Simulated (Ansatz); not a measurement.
## NaVS3 in I4/mcm, a phase reached by a soft mode: following an unstable mode

Which phase does NaVS3 in I4/mcm, a phase reached by a soft mode fall into along its unstable mode, and how much energy does it gain?

Method: DFT PBEsol, scalar-relativistic, plane waves, PAW; PAW set soft_1, in Ansatz 0.2.0.

Most raw output is cut from this account.

The structure was built from a prototype and need not be the compound's stable phase.

**1. The structure**

It takes space group I4/mcm (No. 140, tetragonal). Conventional cell: a = 6.475 Å, b = 6.475 Å, c = 9.137 Å, α = 90.00°, β = 90.00°, γ = 90.00°. Nearest to Na lie 12 S at 3.23 to 3.24 Å. Nearest to V lie 6 S at 2.23 to 2.35 Å. S has 2 V at 2.28 Å and 4 Na at 3.24 Å nearest. Nearest to S lie 2 V at 2.23 to 2.35 Å and 4 Na at 3.23 Å. Farther neighbours and most contacts between anions are not listed.

**2. Zone-centre response**

This phase was reached earlier by freezing in an unstable mode of a structure of higher symmetry and relaxing. Its zone-centre modes can show that it is still unstable.

Contents of input.yaml:

```yaml
crystal:
  lattice:
    - [-3.2373044799, 3.2373044799, 4.5684121978]
    - [3.2373044799, -3.2373044799, 4.5684121978]
    - [3.2373044799, 3.2373044799, -4.5684121978]
  atoms:
    - { symbol: Na, position: [0.75, 0.75, 0.0] }
    - { symbol: Na, position: [0.25, 0.25, 0.0] }
    - { symbol: V, position: [0.0, 0.5, 0.5] }
    - { symbol: V, position: [0.5, 0.0, 0.5] }
    - { symbol: S, position: [0.75, 0.25, 0.5] }
    - { symbol: S, position: [0.25, 0.75, 0.5] }
    - { symbol: S, position: [0.7566718775, 0.2566718775, 0.013343755] }
    - { symbol: S, position: [0.2433281225, 0.7433281225, 0.986656245] }
    - { symbol: S, position: [0.2566718775, 0.2433281225, 0.5] }
    - { symbol: S, position: [0.7433281225, 0.7566718775, 0.5] }
kpoints:
  mp_grid: { grid: [8, 8, 8] }
hamiltonian:
  xc: pbesol
  pseudopotentials: { kind: paw, azcp: { folder: soft_1 }, xc_functional: pbe }
scf:
  occupations: { method: methfessel_paxton, width: 0.2 }
output:
  eigenvalues: true
phonons:
  method: dfpt
```

Started as:

```sh
$ ansatz run input.yaml --threads 8 --pin off --max-ram 16384MiB --backend cpu --events-out ev --progress --plain --runs-dir out
```

Run time: 5.2 min. Hardware: 8 threads of Arm Neoverse V2, shared host; peak memory 7.1 GiB; 40 min of CPU time.

This step gave:

```yaml
volume_per_atom: 19.15 Å³
gap_on_the_k_mesh: 0 eV
sum_rule_residual_before_enforcement: 1.07e-4 eV/Å²
point_group: 4/mmm
highest_optical_mode_at_the_zone_centre_no_lo_to_term: 456.1 cm⁻¹
lowest_optical_zone_centre_mode: -94.89 cm⁻¹
```

Patterns of degenerate modes are one choice out of their space. Modes at Γ, with each element's share of the kinetic energy (negative means imaginary):

```csv
mode,frequency (cm⁻¹),symmetry,Na %,V %,S %
1,-94.9,A2u,1,62,37
2,-83.8,Eg,0,0,100
3,-83.8,Eg,0,0,100
4,-79.5,B1g,0,0,100
5,-75.9,Eu,2,64,34
6,-75.9,Eu,2,64,34
7,0.0,acoustic,14,30,57
8,0.0,acoustic,14,30,57
9,0.0,acoustic,14,30,57
10,68.2,Eg,99,0,1
11,68.2,Eg,99,0,1
12,69.5,Eu,84,1,15
13,69.5,Eu,84,1,15
14,69.6,A2g,99,0,1
15,70.7,A2u,85,1,14
16,77.0,B2g,0,0,100
17,96.3,B1u,0,1,99
18,99.5,Eu,0,1,99
19,99.5,Eu,0,1,99
20,187.6,Eu,0,90,10
21,187.6,Eu,0,90,10
22,192.8,B1u,0,99,1
23,226.0,A2g,1,0,99
24,226.9,A1g,0,0,100
25,229.3,Eg,1,0,99
26,229.3,Eg,1,0,99
27,348.4,A2u,0,7,93
28,360.9,Eu,0,15,85
29,360.9,Eu,0,15,85
30,456.1,B2g,0,0,100
```

Displacements in mode 1 (-94.9 cm⁻¹), the largest set to 1:
```
Na1  0.00  0.00 -0.23
Na2  0.00  0.00 -0.23
V3   0.00  0.00  1.00
V4   0.00  0.00  1.00
S5   0.00  0.00 -0.06
S6   0.00  0.00 -0.06
S7   0.00  0.00 -0.68
S8   0.00  0.00 -0.68
S9   0.00  0.00 -0.68
S10  0.00  0.00 -0.68
```

Displacements in mode 25 (229.3 cm⁻¹), the largest set to 1:
```
Na1  0.00  0.16  0.00
Na2  0.00 -0.16  0.00
V3   0.00  0.00  0.00
V4   0.00  0.00  0.00
S5   0.00  1.00  0.00
S6   0.00 -1.00  0.00
S7   0.00  0.00  0.70
S8   0.00  0.00 -0.70
S9   0.00  0.00 -0.70
S10  0.00  0.00  0.70
```

Before it was imposed, the acoustic sum rule was missed by 1.1e-4 eV/Å². Small misses are needed for a sound result but don't prove that mesh and cutoff are converged. The lowest optical mode is imaginary, 94.9i cm⁻¹, so the energy falls along it.

**3. The mode frozen in, largest atomic shift 0 Å**

The mode followed lies at Γ with frequency 94.9i cm⁻¹, the softest among the wavevectors solved. At small amplitude the distorted cell has space group no. 108 by a symmetry search on the positions. The undistorted cell that holds it gives the zero of energy on the same k mesh.

input.yaml, as its differences from that of step 2:

```diff
@@ -24,4 +24,4 @@
 output:
+  forces: true
+  stress: true
   eigenvalues: true
-phonons:
-  method: dfpt
```

Run time: 4.9 s. Hardware: 8 threads; peak memory 0.97 GiB.

Numbers from this step:

| Quantity | Value |
| --- | --- |
| pressure | -4.90e-4 GPa |
| energy from the undistorted cell | 0 meV/atom |

The run ends at a pressure of 0.00 GPa, with forces up to 5.3e-4 eV/Å.

**4. The mode frozen in, largest atomic shift 0.22 Å**

The atoms are moved along the unstable eigenvector, the largest shift by 0.22 Å, with the cell fixed.

input.yaml, the sections that differ from step 3:

```yaml
crystal:
  lattice:
    - [-3.2373044799, 3.2373044799, 4.5684121978]
    - [3.2373044799, -3.2373044799, 4.5684121978]
    - [3.2373044799, 3.2373044799, -4.5684121978]
  atoms:
    - { symbol: Na, position: [0.7554650392, 0.7554650392, 0.0] }
    - { symbol: Na, position: [0.2554650392, 0.2554650392, 0.0] }
    - { symbol: V, position: [-0.0240783877, 0.4759216123, 0.5] }
    - { symbol: V, position: [0.4759216123, -0.0240783877, 0.5] }
    - { symbol: S, position: [0.751409395, 0.251409395, 0.5] }
    - { symbol: S, position: [0.251409395, 0.751409395, 0.5] }
    - { symbol: S, position: [0.7731373172, 0.2731373172, 0.013343755] }
    - { symbol: S, position: [0.2597935622, 0.7597935622, 0.986656245] }
    - { symbol: S, position: [0.2731373172, 0.2597935622, 0.5] }
    - { symbol: S, position: [0.7597935622, 0.7731373172, 0.5] }
# kpoints, hamiltonian, scf, output: as in step 3
```

Wall time 5.9 s (8 threads); peak memory 0.87 GiB.

This step gave:

```
pressure                         : 1.229 GPa
energy from the undistorted cell : -11.02 meV/atom
```

The energy, extrapolated to zero smearing, is -11.02 meV/atom against the undistorted cell.

The run ends at a pressure of 1.23 GPa, with forces up to 0.44 eV/Å.

**5. Energy along the mode, all amplitudes (two of the runs are shown above)**

An imaginary frequency means negative curvature, so the energy should fall and then rise again as anharmonic terms take over.

Numbers from this step:

- depth at the lowest point sampled: 11.02 meV/atom
- largest atomic shift at that point: 0.22 Å

Table of energy from the parent by largest atomic shift:

```
largest atomic shift (Å)  energy from the parent (meV/atom)
                   0.000                                  0
                   0.040                             -0.402
                   0.080                              -1.45
                   0.140                              -3.77
                   0.220                              -11.0
                   0.320                               0.57
                   0.450                                155
```

Displacement at unit largest shift by atom:

```csv
atom,x (Å),y (Å),z (Å),size
Na1,0.00,0.00,0.23,0.23
Na2,0.00,0.00,0.23,0.23
V3,0.00,0.00,-1.00,1.00
V4,0.00,0.00,-1.00,1.00
S5,0.00,0.00,0.06,0.06
S6,0.00,0.00,0.06,0.06
S7,0.00,0.00,0.68,0.68
S8,0.00,0.00,0.68,0.68
S9,0.00,0.00,0.68,0.68
S10,0.00,0.00,0.68,0.68
```

The lowest of the steps tried is at 0.22 Å, 11.0 meV/atom below the parent; the bottom of the well need not coincide with a step.

**6. Relaxation from the frozen mode**

Starting from the lowest point found, all atoms and the cell are let go, so that strain and other modes of the same symmetry can join in.

input.yaml, as its differences from that of step 4:

```diff
@@ -27 +27,6 @@
   eigenvalues: true
+relax:
+  adjacent_minimum: "off"
+  f_tol: 0.002
+  max_steps: 120
+  cell: { stress_tol: 0.03 }
```

The job ended after 3.1 min (8 threads; peak memory 1 GiB).

Step by step (22 of 29):

```csv
step,energy less that of the first step (eV),largest force component (eV/Å),pressure (GPa),volume (Å³)
1,0.0000,0.4356,1.23,191.51
2,-0.0846,0.5712,0.06,192.61
4,-0.1872,0.7776,-0.29,195.42
5,-0.2887,0.1754,-0.43,198.67
6,-0.3410,0.5235,0.49,201.33
8,-0.3640,0.0146,-0.13,203.42
9,-0.3650,0.0263,0.00,202.86
10,-0.3675,0.0489,0.21,201.99
12,-0.3828,0.0904,0.57,201.62
13,-0.3910,0.0394,0.08,205.59
14,-0.3711,0.1262,0.46,205.80
16,-0.3898,0.2620,0.23,205.17
17,-0.3928,0.0059,0.01,205.38
18,-0.3929,0.0024,-0.01,205.53
20,-0.3929,0.0002,0.00,205.54
21*,-0.4313,0.0072,0.25,205.54
22,-0.4368,0.0115,0.18,206.41
24,-0.4460,0.0645,-0.16,210.78
25,-0.4466,0.0282,0.01,210.50
26,-0.4459,0.1310,-0.16,210.20
28,-0.4468,0.0007,0.00,210.24
29*,-0.4483,0.0010,0.00,210.24
```

Relaxation steps marked * repeat the geometry before them on a plane-wave basis chosen anew for their cell, so energy and pressure can jump there. Other such steps can lie between the rows shown. Relaxation steps 14, 16, 24, 26 were tried and not accepted.

Forces are held to the 8 operations that the run works with; a distortion that breaks them can't arise in this run.

| cell as run | before | after | change |
| --- | --- | --- | --- |
| a (Å) | 6.468 | 7.085 | +9.5 % |
| b (Å) | 6.468 | 7.085 | +9.5 % |
| c (Å) | 6.468 | 7.085 | +9.5 % |
| α (°) | 119.93 | 128.81 | +7.4 % |
| β (°) | 119.93 | 128.81 | +7.4 % |
| γ (°) | 90.12 | 75.32 | -16.4 % |
| volume (Å³/atom) | 19.15 | 21.02 | +9.8 % |

The atoms that moved most (Å, as changes of fractional coordinates times the final cell):

```csv
atom,dx,dy,dz,length
Na2,0.000,0.000,-0.385,0.385
Na1,0.000,0.000,-0.385,0.385
S5,0.000,0.000,0.298,0.298
S6,0.000,0.000,0.298,0.298
V3,0.000,0.000,-0.148,0.148
V4,0.000,0.000,-0.148,0.148
S7,-0.041,-0.041,0.117,0.131
S9,0.041,-0.041,0.117,0.131
```

Final coordinates:

```xyz
10
Lattice="-3.0611 3.0611 5.6090 3.0611 -3.0611 5.6090 3.0611 3.0611 -5.6090" Properties=species:S:1:pos:R:3 pbc="T T T"
Na    0.0000    0.0000    8.0901
Na    0.0000    0.0000    2.4812
V     3.0611    0.0000   -0.4181
V     0.0000    3.0611   -0.4181
S     0.0000    3.0611    3.1182
S     3.0611    0.0000    3.1182
S    -1.5305    1.5306    5.9110
S     4.5917    1.5305    0.3021
S     1.5305    1.5306    0.3021
S     1.5306    1.5305    5.9110
```

Numbers from this step:

- pressure: -0.004422 GPa
- volume per atom: 21.02 Å³

The distorted start has space group I4cm; the relaxation ends in P4mm.

**7. The new phase in its own primitive cell**

The relaxed structure is symmetrised, reduced to its primitive cell and relaxed tightly, as its phonons need.

System of this step: NaVS3 (model cell, started as cubic perovskite with V in the octahedra). The structure is tetragonal, space group P4mm (No. 99). The conventional cell has a = 4.329 Å, b = 4.329 Å, c = 5.609 Å, α = 90.00°, β = 90.00°, γ = 90.00°. Nearest to Na lie 8 S at 3.07 to 3.13 Å. V has 5 S at 2.07 to 2.28 Å nearest. Nearest to S lie 1 V at 2.07 Å and 4 Na at 3.13 Å. Nearest to S lie 2 V at 2.28 Å and 2 Na at 3.07 Å. Farther neighbours and most contacts between anions are not listed.

input.yaml, the sections that differ from step 6:

```yaml
crystal:
  lattice:
    - [4.329106278, 0.0, 0.0]
    - [0.0, 4.329106278, 0.0]
    - [0.0, 0.0, 5.6089690539]
  atoms:
    - { symbol: Na, position: [0.0, 0.0, 0.5576417024] }
    - { symbol: V, position: [0.5, 0.5, 0.0745431934] }
    - { symbol: S, position: [0.5, 0.5, 0.4440659904] }
    - { symbol: S, position: [0.5, 0.0, 0.946147631] }
    - { symbol: S, position: [0.0, 0.5, 0.946147631] }
kpoints:
  mp_grid: { grid: [8, 8, 6] }
relax:
  adjacent_minimum: "off"
  f_tol: 0.001
  max_steps: 60
  cell: { stress_tol: 0.01 }
# hamiltonian, scf, output: as in step 6
```

It took 9.3 s on 8 threads; peak memory 0.53 GiB; 68 s of CPU time.

The steps of the relaxation:

| step | energy less that of the first step (eV) | largest force component (eV/Å) | pressure (GPa) | volume (Å³) |
| --- | --- | --- | --- | --- |
| 1 | 0.0000 | 0.0213 | -0.01 | 105.12 |
| 2 | 0.0000 | 0.0060 | 0.00 | 105.13 |
| 3 | -0.0001 | 0.0019 | 0.02 | 105.09 |
| 4 | -0.0001 | 0.0008 | 0.00 | 105.17 |
| 5* | -0.0001 | 0.0008 | 0.00 | 105.17 |

Relaxation steps marked * repeat the geometry before them on a plane-wave basis chosen anew for their cell, so energy and pressure can jump there.

The run keeps the 8 symmetry operations that it works with, so distortions that break them were not tested.

| conventional cell, symmetrised | before | after | change |
| --- | --- | --- | --- |
| a (Å) | 4.329 | 4.332 | +0.1 % |
| b (Å) | 4.329 | 4.332 | +0.1 % |
| c (Å) | 5.609 | 5.603 | -0.1 % |
| volume (Å³/atom) | 21.02 | 21.03 | +0.0 % |

The atoms that moved most (Å, as changes of fractional coordinates times the final cell):

| atom | dx | dy | dz | length |
| --- | --- | --- | --- | --- |
| Na1 | 0.000 | 0.000 | 0.011 | 0.011 |

Final coordinates:

```xyz
5
Lattice="4.3323 0.0000 0.0000 0.0000 4.3323 0.0000 0.0000 0.0000 5.6034" Properties=species:S:1:pos:R:3 pbc="T T T"
Na    0.0000    0.0000    3.1354
V     2.1662    2.1662    0.4141
S     2.1662    2.1662    2.4849
S     2.1662    0.0000    5.2997
S     0.0000    2.1662    5.2997
```

This step gave:

* pressure: -0.004737 GPa
* volume per atom: 21.03 Å³

The largest force component left is 0.78 meV/Å and the pressure is -0.005 GPa, within the tolerances set. The cell now holds 21.03 Å³/atom.

**8. Modes of the new phase**

A relaxed structure may still be a saddle point, so its zone-centre modes are computed. No field response is asked, since the mesh shows no gap.

input.yaml, the sections that differ from step 7:

```yaml
crystal:
  lattice:
    - [4.332306063, 0.0, 0.0]
    - [0.0, 4.332306063, 0.0]
    - [0.0, 0.0, 5.603351591]
  atoms:
    - { symbol: Na, position: [0.0, 0.0, 0.5595514499] }
    - { symbol: V, position: [0.5, 0.5, 0.0738971377] }
    - { symbol: S, position: [0.5, 0.5, 0.4434739098] }
    - { symbol: S, position: [0.5, 0.0, 0.9458118255] }
    - { symbol: S, position: [0.0, 0.5, 0.9458118255] }
output:
  eigenvalues: true
phonons:
  method: dfpt
# kpoints, hamiltonian, scf: as in step 7
# relax: removed
```

It took 30 s on 8 threads; peak memory 1.2 GiB.

Numbers from this step:

```
sum-rule residual before enforcement                    : 1.40e-4 eV/Å²
point group                                             : 4mm
highest optical mode at the zone centre (no LO-TO term) : 521.9 cm⁻¹
lowest optical zone-centre mode                         : -120.0 cm⁻¹
```

Patterns of degenerate modes are one choice out of their space. The modes at Γ (shares of kinetic energy by element, %) (negative means imaginary):

| mode | frequency (cm⁻¹) | symmetry | Na % | V % | S % |
| --- | --- | --- | --- | --- | --- |
| 1 | -120.0 | E | 1 | 27 | 72 |
| 2 | -120.0 | E | 1 | 27 | 72 |
| 3 | 0.0 | acoustic | 14 | 30 | 57 |
| 4 | 0.0 | acoustic | 14 | 30 | 57 |
| 5 | 0.0 | acoustic | 14 | 30 | 57 |
| 6 | 86.5 | A1 | 86 | 4 | 9 |
| 7 | 87.7 | E | 78 | 9 | 12 |
| 8 | 87.7 | E | 78 | 9 | 12 |
| 9 | 122.2 | B1 | 0 | 0 | 100 |
| 10 | 145.4 | E | 8 | 15 | 77 |
| 11 | 145.4 | E | 8 | 15 | 77 |
| 12 | 216.8 | A1 | 0 | 25 | 75 |
| 13 | 374.1 | E | 0 | 19 | 81 |
| 14 | 374.1 | E | 0 | 19 | 81 |
| 15 | 521.9 | A1 | 0 | 40 | 59 |

Before it was imposed, the acoustic sum rule was missed by 1.4e-4 eV/Å². Small misses are needed for a sound result but don't prove that mesh and cutoff are converged. The lowest optical mode is imaginary, 120.0i cm⁻¹, so the energy falls along it.

**9. The phases reached**

The phases reached along the modes that were followed are set side by side.

Energies are those of the first relaxation, on the mesh of the frozen mode; space group, volume and gap are those of the last relaxation. Phases, by row:

| mode frozen in | space group | energy from parent (meV/atom) | volume (Å³/atom) | gap on mesh (eV) | lowest zone-centre optical mode (cm⁻¹) | largest shift (Å) |
| --- | --- | --- | --- | --- | --- | --- |
| parent | I4/mcm | 0 | 19.15 | 0 | – | – |
| q = (0, 0, 0), 95i cm⁻¹ | P4mm | -55.95 | 21.03 | 0 | -120 | 0.453 |

**10. What came out**

* unstable mode of the parent: q = (0, 0, 0), 95i cm⁻¹
* depth at the lowest point sampled: 11.0 meV/atom
* largest atomic shift at that point: 0.22 Å
* space group reached (within 0.01 Å): P4mm
* energy gained over the parent (first relaxation, on the mesh of the frozen mode): 55.9 meV/atom
* volume per atom, phase reached: 21.0 Å³
* lowest optical zone-centre mode, phase reached: -120 cm⁻¹
* highest optical mode at the zone centre (no LO-TO term), phase reached: 522 cm⁻¹

**Reading.** Along this mode the structure falls into P4mm, 55.9 meV/atom below the parent. At the parent's cell the well is 11.02 meV/atom deep on the steps tried, with its lowest point at a shift of 0.22 Å. Relaxing atoms and cell changes the gain by +44.93 meV/atom against the lowest step (energies at zero smearing). Most of the total comes from this relaxation. The new phase still has an imaginary mode at the zone centre of its cell, so it is a saddle point on the way to a lower structure. Each path keeps the symmetry of its pattern, so a lower phase may lie along a pattern not tried. With no gap, or one that is small against the smearing, the frequencies hang on the k mesh and the smearing, most of all near Kohn anomalies. The phonon runs are without spin polarisation, although V often carries a moment. The PAW files were made for PBE and serve the other functionals too. The starting cell was built on a prototype and not taken from a measurement, so the phase need not exist.

[Logs are printed without paths, hosts, clocks, repeated set-up lines and the standing remarks that a program may print on its own settings, such as how far it seeks lower states.]

[Hosts, paths, dates, database ids (printed as entryN), source tags and the programs' standing remarks are cut or masked in the printed files.]
